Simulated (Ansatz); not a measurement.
**Preparing RaF2 (Fm-3m) as a host crystal**

Aim: the runs on the perfect crystal RaF2 (Fm-3m) that a defect calculation needs first.

Program: Ansatz 0.2.0. Level of theory: plane-wave PAW DFT, PBEsol; relaxation of the defect-free supercell from random displacements, a test of the host's stability. Results are calculated unless marked as measured.

The database entry behind the starting cell is an old determination (1936), so it need not match the best structure at ambient conditions.

## 1. The structure

The cell holds 48 atoms: 16 Ra and 32 F. Its edges and angles: a = 10.965 Å, b = 10.965 Å, c = 10.965 Å, α = 109.5°, β = 109.5°, γ = 109.5°.

## 2. Defect free supercell relaxed from displaced atoms

The input displaces the atoms at random before the relaxation, so that it can leave a symmetric saddle if there is one.

Input file pristine.rattled/input.yaml:

```yaml
crystal:
  lattice:
    - [-6.330560012, 6.330560012, 6.330560012]
    - [6.330560012, -6.330560012, 6.330560012]
    - [6.330560012, 6.330560012, -6.330560012]
  atoms:
    - { symbol: Ra, position: [0.0, 0.0, 0.0] }
    - { symbol: Ra, position: [0.0, 0.25, 0.75] }
    - { symbol: Ra, position: [0.0, 0.5, 0.5] }
    - { symbol: Ra, position: [0.0, 0.75, 0.25] }
    - { symbol: Ra, position: [0.25, 0.0, 0.75] }
    - { symbol: Ra, position: [0.25, 0.25, 0.5] }
    - { symbol: Ra, position: [0.25, 0.5, 0.25] }
    - { symbol: Ra, position: [0.25, 0.75, 0.0] }
    - { symbol: Ra, position: [0.5, 0.0, 0.5] }
    - { symbol: Ra, position: [0.5, 0.25, 0.25] }
    - { symbol: Ra, position: [0.5, 0.5, 0.0] }
    - { symbol: Ra, position: [0.5, 0.75, 0.75] }
    - { symbol: Ra, position: [0.75, 0.0, 0.25] }
    - { symbol: Ra, position: [0.75, 0.25, 0.0] }
    - { symbol: Ra, position: [0.75, 0.5, 0.75] }
    - { symbol: Ra, position: [0.75, 0.75, 0.5] }
    - { symbol: F, position: [0.0, 0.0, 0.75] }
    - { symbol: F, position: [0.0, 0.25, 0.5] }
    - { symbol: F, position: [0.0, 0.5, 0.25] }
    - { symbol: F, position: [0.0, 0.75, 0.0] }
    - { symbol: F, position: [0.25, 0.0, 0.5] }
    - { symbol: F, position: [0.25, 0.25, 0.25] }
    - { symbol: F, position: [0.25, 0.5, 0.0] }
    - { symbol: F, position: [0.25, 0.75, 0.75] }
    - { symbol: F, position: [0.5, 0.0, 0.25] }
    - { symbol: F, position: [0.5, 0.25, 0.0] }
    - { symbol: F, position: [0.5, 0.5, 0.75] }
    - { symbol: F, position: [0.5, 0.75, 0.5] }
    - { symbol: F, position: [0.75, 0.0, 0.0] }
    - { symbol: F, position: [0.75, 0.25, 0.75] }
    - { symbol: F, position: [0.75, 0.5, 0.5] }
    - { symbol: F, position: [0.75, 0.75, 0.25] }
    - { symbol: F, position: [0.0, 0.0, 0.25] }
    - { symbol: F, position: [0.0, 0.25, 0.0] }
    - { symbol: F, position: [0.0, 0.5, 0.75] }
    - { symbol: F, position: [0.0, 0.75, 0.5] }
    - { symbol: F, position: [0.25, 0.0, 0.0] }
    - { symbol: F, position: [0.25, 0.25, 0.75] }
    - { symbol: F, position: [0.25, 0.5, 0.5] }
    - { symbol: F, position: [0.25, 0.75, 0.25] }
    - { symbol: F, position: [0.5, 0.0, 0.75] }
    - { symbol: F, position: [0.5, 0.25, 0.5] }
    - { symbol: F, position: [0.5, 0.5, 0.25] }
    - { symbol: F, position: [0.5, 0.75, 0.0] }
    - { symbol: F, position: [0.75, 0.0, 0.5] }
    - { symbol: F, position: [0.75, 0.25, 0.25] }
    - { symbol: F, position: [0.75, 0.5, 0.0] }
    - { symbol: F, position: [0.75, 0.75, 0.75] }
basis:
  ecutwfc: 420
  xc_grid: 2
hamiltonian:
  xc: pbesol
kpoints:
  mp_grid: { grid: [1, 1, 1], shift: [0.25, 0.25, 0.25] }
scf:
  occupations: { method: fermi_dirac, width: 0.01 }
  max_iter: 80
output:
  forces: true
relax:
  f_tol: 0.01
  max_steps: 120
  random_displacement: { amplitude: 0.08, seed: 4312 }
checkpoint:
  write: "../pristine.rattled.run"
  compress: false
  write_wavefunctions: false
  write_every: 100000
```

Launch:

```bash
$ ansatz run input.yaml --threads 4 --pin off --max-ram 7536MiB --backend cpu --events-out ev --progress --plain --runs-dir out
```

Numbers of over 12 decimals in the logs are rounded to 6 here.

The log of the run:

```text
[... repeated set-up lines and file paths are left out, and long positions are rounded to six places ...]
Warning: basis.ecutwfc = 420 eV is below the records' recommended 540 eV, and the density's cutoff is lower with it unless basis.ecutrho_ratio is high enough to keep the records' density cutoff: compare with a run at a higher cutoff
Engine: ansatz 0.2.0, aarch64-unknown-linux-gnu
Pseudopotentials: kind: paw
Pseudopotential: Ra, paw, valence charge 20, recommended cutoff 540 eV (normal), Ra.paw.azcp
Pseudopotential: F, paw, valence charge 7, recommended cutoff 420 eV (normal), F.paw.azcp
Functional definition: PBEsol
  exchange = pbesol_x
  correlation = pbesol_c
Crystal: 48 atoms, lattice volume = 1014.814 Å³
Basis set: ecut = 420 eV, 19861 PW (Γ), exchange–correlation on 180×180×180 points (8 copies of the dense FFT grid, shifted against one another)
Bands: 327, of which v1, the nominal top of the filled ones, is band 272 counted from 1 (271 counted from 0)
Symmetry: 1 space group operations
k-points: 1
Non-local potential: Ra, projectors of the file, l = 0: 3, l = 1: 3, l = 2: 3, l = 3: 3
Non-local potential: F, projectors of the file, l = 0: 2, l = 1: 2, l = 2: 1
PAW form: soft (Blöchl's): semilocal exchange-correlation on the pseudo side does not see the compensation charge
PAW frozen core: Ra, regenerated for the run's functional, and the local potential with it (the file was generated under x = pbe(κ = 0.804, μ = 0.219515), c = pbe(β = 0.066725))
PAW frozen core: F, regenerated for the run's functional, and the local potential with it (the file was generated under x = pbe(κ = 0.804, μ = 0.219515), c = pbe(β = 0.066725))
PAW one-centre angular grid: Ra, 590 points (default); XC on 64 Gauss nodes
PAW one-centre angular grid: F, 110 points (default); XC on 64 Gauss nodes
Initial density: superposition of atomic densities (chi_scale 0.1, normalization cell, long waves kept (reshape's long-wave potential 0.07 eV rms))
Initial wavefunctions: pseudopotential atomic-orbital guess
Functional: x = pbesol(κ = 0.804, μ = 0.123457), c = pbesol(β = 0.046)
SCF iter   1: F=—  HF=-268805.908149 eV  |F-HF|=—  |Δ(HF+E_count)|=         —  Δρ=2.34e-1  dr2=5.20e2  ethr=3.10e-3  ⟨swp⟩=7.0  Hψ=1405  notcnv=0  defer=18
preconditioner: auto → Resta (q_TF=auto, 2.459 Å⁻¹)  ε∞=3.9  [insulator: Δε(μ)=3.701 eV  Ē_g=12.738 eV  σ=0.010 eV  W_gap=1.00  n_scr=248 (ndim 8)  ℏωp=21.9 eV  f_vac=0.036  D(μ)=0.00/eV (n_scr^D=0)  ε∞_Penn≈3.9]
SCF iter   2: F=—  HF=-268694.738306 eV  |F-HF|=—  |Δ(HF+E_count)|=    1.11e2  Δρ=1.02e-1  dr2=6.85e1  ethr=3.10e-3  ⟨swp⟩=4.0  Hψ=757  notcnv=0  defer=51
SCF iter   3: F=—  HF=-268677.258756 eV  |F-HF|=—  |Δ(HF+E_count)|=    1.75e1  Δρ=2.77e-2  dr2=1.37e1  ethr=3.10e-3  ⟨swp⟩=2.0  Hψ=557  notcnv=0  defer=51
SCF iter   4: F=—  HF=-268672.029700 eV  |F-HF|=—  |Δ(HF+E_count)|=    5.23e0  Δρ=1.14e-2  dr2=1.52e0  ethr=2.52e-3  ⟨swp⟩=3.0  Hψ=577  notcnv=0  defer=51
SCF iter   5: F=—  HF=-268671.914379 eV  |F-HF|=—  |Δ(HF+E_count)|=   1.15e-1  Δρ=2.74e-3  dr2=7.32e-2  ethr=2.79e-4  ⟨swp⟩=3.0  Hψ=428  notcnv=0  defer=51
SCF iter   6: F=—  HF=-268671.994981 eV  |F-HF|=—  |Δ(HF+E_count)|=   8.06e-2  Δρ=1.66e-3  dr2=2.19e-2  ethr=1.35e-5  ⟨swp⟩=7.0  Hψ=568  notcnv=0  defer=51
SCF iter   7: F=—  HF=-268672.002333 eV  |F-HF|=—  |Δ(HF+E_count)|=   7.35e-3  Δρ=7.40e-4  dr2=5.45e-3  ethr=4.02e-6  ⟨swp⟩=5.0  Hψ=463  notcnv=0  defer=51
SCF iter   8: F=—  HF=-268672.007575 eV  |F-HF|=—  |Δ(HF+E_count)|=   5.24e-3  Δρ=2.84e-4  dr2=9.39e-4  ethr=1.00e-6  ⟨swp⟩=4.0  Hψ=455  notcnv=0  defer=51
SCF iter   9: F=—  HF=-268672.007630 eV  |F-HF|=—  |Δ(HF+E_count)|=   5.46e-5  Δρ=4.45e-5  dr2=1.36e-5  ethr=1.73e-7  ⟨swp⟩=3.0  Hψ=501  notcnv=0  defer=51
SCF iter  10: F=—  HF=-268672.007644 eV  |F-HF|=—  |Δ(HF+E_count)|=   1.41e-5  Δρ=2.99e-5  dr2=5.44e-6  ethr=4.60e-10  ⟨swp⟩=4.0  Hψ=1067  notcnv=0
SCF iter  11: F=-268672.007644 eV  HF=-268672.007644 eV  |F-HF|=3.10e-7  |Δ(HF+E_count)|=   4.27e-7  Δρ=5.39e-6  dr2=2.33e-7  ethr=4.60e-10  ⟨swp⟩=4.0  Hψ=875  notcnv=0
SCF 1 converged in 11 iterations: F = -268672.007644 eV  dr2 = 2.33e-7
  greatest PAW one-centre occupation: 0.994 electrons in one spin orbital (limit 2), on the Ra atom at site 14 (counted from 0), in its partial waves of l = 2
relax step   1: F+E_penalty+E_count = -268672.00764383 eV  Δ(F+E_penalty+E_count) = +0.000e0 eV  max|allowed force component| = 7.272e-1 eV/Å  Δτ_max = 0.0000 Å  (11 SCF iters, dr2 threshold 2.50e-6 eV, accepted)
[... the SCF cycles and remarks between the steps are left out from here to the last step ...]
relax step   2: F+E_penalty+E_count = -268672.12629831 eV  Δ(F+E_penalty+E_count) = -1.187e-1 eV  max|allowed force component| = 1.078e0 eV/Å  Δτ_max = 0.1949 Å  (8 SCF iters, dr2 threshold 3.31e-5 eV, accepted)
relax step   3: F+E_penalty+E_count = -268672.55574421 eV  Δ(F+E_penalty+E_count) = -4.294e-1 eV  max|allowed force component| = 1.344e-2 eV/Å  Δτ_max = 0.1163 Å  (7 SCF iters, dr2 threshold 7.26e-5 eV, accepted)
relax step   4: F+E_penalty+E_count = -268672.55574534 eV  Δ(F+E_penalty+E_count) = -1.134e-6 eV  max|allowed force component| = 1.359e-2 eV/Å  Δτ_max = 0.0000 Å  (3 SCF iters, accepted)
SCF iter   1: F=—  HF=-268672.557585 eV  |F-HF|=—  |Δ(HF+E_count)|=         —  Δρ=5.65e-4  dr2=1.79e-3  ethr=9.24e-6  ⟨swp⟩=4.0  Hψ=525  notcnv=0  defer=51
SCF iter   2: F=—  HF=-268672.556978 eV  |F-HF|=—  |Δ(HF+E_count)|=   6.07e-4  Δρ=2.41e-4  dr2=2.84e-4  ethr=3.28e-7  ⟨swp⟩=2.0  Hψ=593  notcnv=0  defer=51
SCF iter   3: F=—  HF=-268672.557012 eV  |F-HF|=—  |Δ(HF+E_count)|=   3.44e-5  Δρ=3.93e-5  dr2=4.02e-6  ethr=5.22e-8  ⟨swp⟩=3.0  Hψ=470  notcnv=0  defer=51
SCF iter   4: F=—  HF=-268672.556095 eV  |F-HF|=—  |Δ(HF+E_count)|=   9.17e-4  Δρ=1.79e-5  dr2=1.51e-6  ethr=7.38e-10  ⟨swp⟩=2.0  Hψ=452  notcnv=0  defer=51
SCF iter   5: F=—  HF=-268672.556097 eV  |F-HF|=—  |Δ(HF+E_count)|=   1.92e-6  Δρ=4.77e-6  dr2=1.19e-7  ethr=2.78e-10  ⟨swp⟩=2.0  Hψ=452  notcnv=0  defer=51
SCF iter   6: F=-268672.556098 eV  HF=-268672.556098 eV  |F-HF|=6.30e-8  |Δ(HF+E_count)|=   4.04e-7  Δρ=8.63e-7  dr2=7.05e-9  ethr=1.84e-11  ⟨swp⟩=3.0  Hψ=795  notcnv=0
SCF 5 converged in 6 iterations: F = -268672.556098 eV  dr2 = 7.05e-9
relax step   5: F+E_penalty+E_count = -268672.55609779 eV  Δ(F+E_penalty+E_count) = -3.524e-4 eV  max|allowed force component| = 3.804e-4 eV/Å  Δτ_max = 0.0055 Å  (6 SCF iters, accepted)
SCF converged after 6 iterations
Free energy (F): -268672.556098 eV
Harris-Foulkes:  -268672.556098 eV  (|F-HF|=6.30e-8)
Internal energy: -268672.556098 eV  (E = F + TS)
E sigma→0 (E₀):  -268672.556098 eV
Fermi energy:    8.487725 eV
--- Per-component energies (eV) ---
  E_band       = -9469.991322
  E_kinetic    = 11836.689455
  E_local      = -65039.496833  (includes V_loc(G=0)·N_el)
  E_nonlocal   = 10176.240134
  E_hartree    = 24415.655200
  E_xc         = -12052.825145
  E_vxc        = -6419.263571  (∫ρ·V_xc dr)
  E_paw        = -186351.014792  (= ΣΔE_a)
  E_vpaw       = -8856.617871  (= ΣTr[D̂ρ^β])
  E_aug_tail   = 1.147230  (compensation charges beyond the density's cutoff)
  E_ewald      = -51663.800943
  E_core_change = 4.849596  (= ΣΔE_core)
  E_smearing   = -0.000000  (= −TS)
  E_closure    = -0.000000  (closes the sum)
  Σ components = -268672.556098   (vs F -268672.556098, Δ=0.00e0)
--- Forces (eV/Å), atoms counted from 1 ---
  atom   1  Ra    -0.00001111    -0.00006110    -0.00024017
  atom   2  Ra    -0.00001724    -0.00005269     0.00006633
  atom   3  Ra     0.00006997     0.00004400     0.00019141
  atom   4  Ra    -0.00007366     0.00003109    -0.00001512
  atom   5  Ra     0.00009902    -0.00018698    -0.00031248
  atom   6  Ra    -0.00006604     0.00006585    -0.00002742
  atom   7  Ra    -0.00004653     0.00003767     0.00003987
  atom   8  Ra     0.00003145    -0.00008633    -0.00002588
  atom   9  Ra    -0.00021214    -0.00011936    -0.00003957
  atom  10  Ra    -0.00001205     0.00003177    -0.00002976
  atom  11  Ra     0.00009875    -0.00010192     0.00001469
  atom  12  Ra     0.00002800    -0.00001210    -0.00003429
  atom  13  Ra    -0.00004018     0.00001443     0.00029257
  atom  14  Ra     0.00003213     0.00006802    -0.00008794
  atom  15  Ra    -0.00006492    -0.00002483    -0.00001030
  atom  16  Ra    -0.00001420     0.00003402     0.00011609
  atom  17  F      0.00015104    -0.00000251    -0.00019383
  atom  18  F     -0.00011555    -0.00016108     0.00022882
  atom  19  F     -0.00021326     0.00021464    -0.00007272
  atom  20  F     -0.00022325    -0.00018205    -0.00010113
  atom  21  F      0.00016592     0.00030444     0.00004531
  atom  22  F      0.00012658     0.00004515     0.00000622
  atom  23  F      0.00024711     0.00014382     0.00004321
  atom  24  F      0.00017177    -0.00010605     0.00003123
  atom  25  F     -0.00029007     0.00018465     0.00007527
  atom  26  F     -0.00000901    -0.00021767     0.00004636
  atom  27  F     -0.00015760     0.00015748    -0.00009539
  atom  28  F     -0.00018473    -0.00014698     0.00012796
  atom  29  F      0.00017032     0.00013947     0.00001594
  atom  30  F      0.00024348    -0.00017119    -0.00028398
  atom  31  F      0.00011143     0.00012277     0.00015596
  atom  32  F      0.00037982    -0.00030769    -0.00002156
  atom  33  F     -0.00020853     0.00031813    -0.00004589
  atom  34  F     -0.00013517    -0.00015179     0.00003479
  atom  35  F     -0.00018369     0.00009518    -0.00014579
  atom  36  F     -0.00022736    -0.00030723     0.00010002
  atom  37  F      0.00027915     0.00014632     0.00003076
  atom  38  F      0.00021084    -0.00011251    -0.00003016
  atom  39  F     -0.00004005     0.00031625     0.00020194
  atom  40  F     -0.00007215    -0.00017352    -0.00013331
  atom  41  F     -0.00018096     0.00023036    -0.00015199
  atom  42  F     -0.00031502     0.00003012     0.00004801
  atom  43  F     -0.00012114     0.00021217     0.00009576
  atom  44  F     -0.00008758    -0.00019361     0.00012330
  atom  45  F      0.00027276     0.00016467     0.00017542
  atom  46  F      0.00019667    -0.00012985    -0.00001093
  atom  47  F      0.00021720     0.00005991    -0.00004355
  atom  48  F     -0.00000777    -0.00026876    -0.00018739
  max |Σ_I F_I| component: 6.54e-5 eV/Å
--- Relaxed structure (5 steps of the walk, 5 accepted, 0 SCFs on fresh bases) ---
  F+E_penalty+E_count = -268672.55609779 eV   max|allowed force component| = 3.804e-4 eV/Å
  atoms:
    - { symbol: Ra, position: [-0.000234, 0.000470, -1.9857426131614177e-5] }
    - { symbol: Ra, position: [-0.000240, 0.250457, 0.749978] }
    - { symbol: Ra, position: [-0.000255, 0.500454, 0.499978] }
    - { symbol: Ra, position: [-0.000240, 0.750470, 0.249985] }
    - { symbol: Ra, position: [0.249768, 0.000461, 0.749977] }
    - { symbol: Ra, position: [0.249749, 0.250468, 0.499976] }
    - { symbol: Ra, position: [0.249754, 0.500470, 0.249983] }
    - { symbol: Ra, position: [0.249760, 0.750461, -1.801960190178642e-5] }
    - { symbol: Ra, position: [0.499762, 0.000475, 0.499989] }
    - { symbol: Ra, position: [0.499752, 0.250461, 0.249978] }
    - { symbol: Ra, position: [0.499759, 0.500453, -2.2438983576825243e-5] }
    - { symbol: Ra, position: [0.499758, 0.750464, 0.749982] }
    - { symbol: Ra, position: [0.749745, 0.000450, 0.249976] }
    - { symbol: Ra, position: [0.749765, 0.250465, -1.9213918284438636e-5] }
    - { symbol: Ra, position: [0.749763, 0.500471, 0.749987] }
    - { symbol: Ra, position: [0.749754, 0.750457, 0.499980] }
    - { symbol: F, position: [-0.000235, 0.000467, 0.749972] }
    - { symbol: F, position: [-0.000255, 0.250453, 0.499992] }
    - { symbol: F, position: [-0.000253, 0.500479, 0.249981] }
    - { symbol: F, position: [-0.000225, 0.750482, 5.16392847804692e-6] }
    - { symbol: F, position: [0.249742, 0.000458, 0.499957] }
    - { symbol: F, position: [0.249759, 0.250462, 0.249975] }
    - { symbol: F, position: [0.249748, 0.500446, -3.845606874058882e-5] }
    - { symbol: F, position: [0.249767, 0.750452, 0.749979] }
    - { symbol: F, position: [0.499745, 0.000476, 0.249987] }
    - { symbol: F, position: [0.499771, 0.250464, -4.477565963598162e-6] }
    - { symbol: F, position: [0.499753, 0.500478, 0.749980] }
    - { symbol: F, position: [0.499759, 0.750468, 0.500001] }
    - { symbol: F, position: [0.749746, 0.000451, -3.7453576188672955e-5] }
    - { symbol: F, position: [0.749782, 0.250467, 0.749978] }
    - { symbol: F, position: [0.749737, 0.500445, 0.499965] }
    - { symbol: F, position: [0.749769, 0.750441, 0.249978] }
    - { symbol: F, position: [-0.000260, 0.000477, 0.249974] }
    - { symbol: F, position: [-0.000234, 0.250470, -5.796412100689263e-6] }
    - { symbol: F, position: [-0.000242, 0.500477, 0.749986] }
    - { symbol: F, position: [-0.000235, 0.750465, 0.500004] }
    - { symbol: F, position: [0.249753, 0.000449, -4.118601835248481e-5] }
    - { symbol: F, position: [0.249771, 0.250454, 0.749975] }
    - { symbol: F, position: [0.249729, 0.500454, 0.499964] }
    - { symbol: F, position: [0.249775, 0.750472, 0.249993] }
    - { symbol: F, position: [0.499761, 0.000482, 0.749979] }
    - { symbol: F, position: [0.499755, 0.250481, 0.500000] }
    - { symbol: F, position: [0.499741, 0.500466, 0.249976] }
    - { symbol: F, position: [0.499761, 0.750458, -3.561584952710417e-6] }
    - { symbol: F, position: [0.749737, 0.000435, 0.499958] }
    - { symbol: F, position: [0.749759, 0.250447, 0.249974] }
    - { symbol: F, position: [0.749756, 0.500453, -3.727768667115272e-5] }
    - { symbol: F, position: [0.749779, 0.750471, 0.749991] }
```

Wall time 2.8 min (4 threads of Arm Neoverse N1, shared host); peak memory 2.8 GiB; 9.4 min of CPU time.

Step by step:

```
step  energy less that of the first step (eV)  largest force component (eV/Å)
   1                                   0.0000                          0.7272
   2                                  -0.1187                          1.0778
   3                                  -0.5481                          0.0134
   4                                  -0.5481                          0.0136
   5                                  -0.5485                          0.0004
```

The relaxation ends 11 meV an atom lower than the displaced start, with a largest force component of 3.8e-4 eV/Å.

## 3. Summary of results

| Property | Result |
| --- | --- |
| symmetric supercell less the displaced and relaxed one | 0.000 eV |

In words: The energy fell by 0.548 eV from the randomly displaced start; the atoms end within 0.005 Å of the sites as typed, once the mean shift is taken out. The displaced cell ends within 0.01 eV of the symmetric one, so no lower structure shows in this supercell. All at zero temperature.

[Logs are printed without paths, hosts, clocks, repeated set-up lines and the standing remarks that a program may print on its own settings, such as how far it seeks lower states.]

[Hosts, paths, dates, database ids (printed as entryN), source tags and the programs' standing remarks are cut or masked in the printed files.]

[Runs of the host that timed out are not shown.]

[For some hosts the program warned that the k-mesh of the response run may be too coarse for force constants and the static dielectric constant; such warnings are not always shown.]
